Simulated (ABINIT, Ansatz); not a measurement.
Entries from a set of simulations; values are calculated unless marked as measured.

**Quasiparticle gap of PNO (P3_2) in ABINIT**

The structure is trigonal, space group P3_2 (No. 145). Conventional cell: a = 4.784 Å, b = 4.784 Å, c = 5.281 Å, α = 90.00°, β = 90.00°, γ = 120.00°. P has 2 N at 1.57 Å and 2 O at 1.60 to 1.62 Å nearest. Nearest to N lie 2 P at 1.57 Å. Nearest to O lie 2 P at 1.60 to 1.62 Å. Farther neighbours, and contacts between anions beyond the nearest, are not listed.

- method: RPA screening on LDA, plane waves, norm-conserving pseudopotentials (and 2 further levels or steps)
- program: ABINIT 10.8.3
- settings: cutoff 36 Ha, PseudoDojo scalar-relativistic 0.4.1 standard, norm-conserving, ngkpt (3, 3, 2), nband 194, ecuteps 6.5 Ha, inclvkb 2, shiftk (0, 0, 0), frequency ppm, 3×3×2 k-mesh
- cost: 5 runs, 9.2 min in all on 4 MPI ranks of Intel Xeon Platinum 8559C (Emerald Rapids), shared host
- notes: The program’s warnings: nkpt*nsppol () is not a multiple of nproc spkpt (). The cell and positions are those that the Materials Project relaxed with its own functionals (PBE, PBE+U or r2SCAN), kept fixed. Local fields lower the RPA ε∞ on this mesh from 3.68 to 3.30; a Γ-centred mesh this coarse tends to raise both, most where the direct gap is narrow, while a short band sum lowers them. The 3×3×2 mesh is coarse for this cell, which bears on the long-range parts of exchange and screening.
- LDA gap: 5.14 eV, indirect
- G0W0 gap on the mesh: 7.51 eV
- G0W0 gap over the zone (rigid shift): 7.42 eV
- GW settings: 3×3×2 mesh, 194 bands, screening to 176.9 eV, Godby-Needs plasmon pole
- known limits: short of the basis limit; coarse k mesh

G0W0 moves the gap on the mesh from 5.23 eV to 7.51 eV (+2.29 eV), with Z of 0.81 and 0.82 at the edges. The mesh misses the band edges by 0.09 eV in all; a rigid shift gives 7.42 eV for the zone.

[Paths, hosts, dates, memory and timing lines, banners, echoed tables and standing remarks are left out of the program output; an Ansatz launch command may be rebuilt from the run's recorded settings. Measured values are a selection of at most five: reports struck by readers or far from the other reports are left out. None is set beside runs whose start may be inverted or whose files or cutoffs have a known fault.]

[Runs of the session that timed out or met a known fault of the program may be left out.]

[Hosts, paths, dates, database ids (printed as entryN), source tags and the programs' standing remarks are cut or masked in the printed files.]

[G0W0 gaps are taken among the corrected bands and points alone; a level outside them can change the order at an edge.]

[Where Ansatz stands beside ABINIT at settings called matched, ABINIT's density can come from a denser mesh and the files from another edition; pairs whose starting gaps differed by over 0.03 eV were left out, so agreement reads better than it is.]
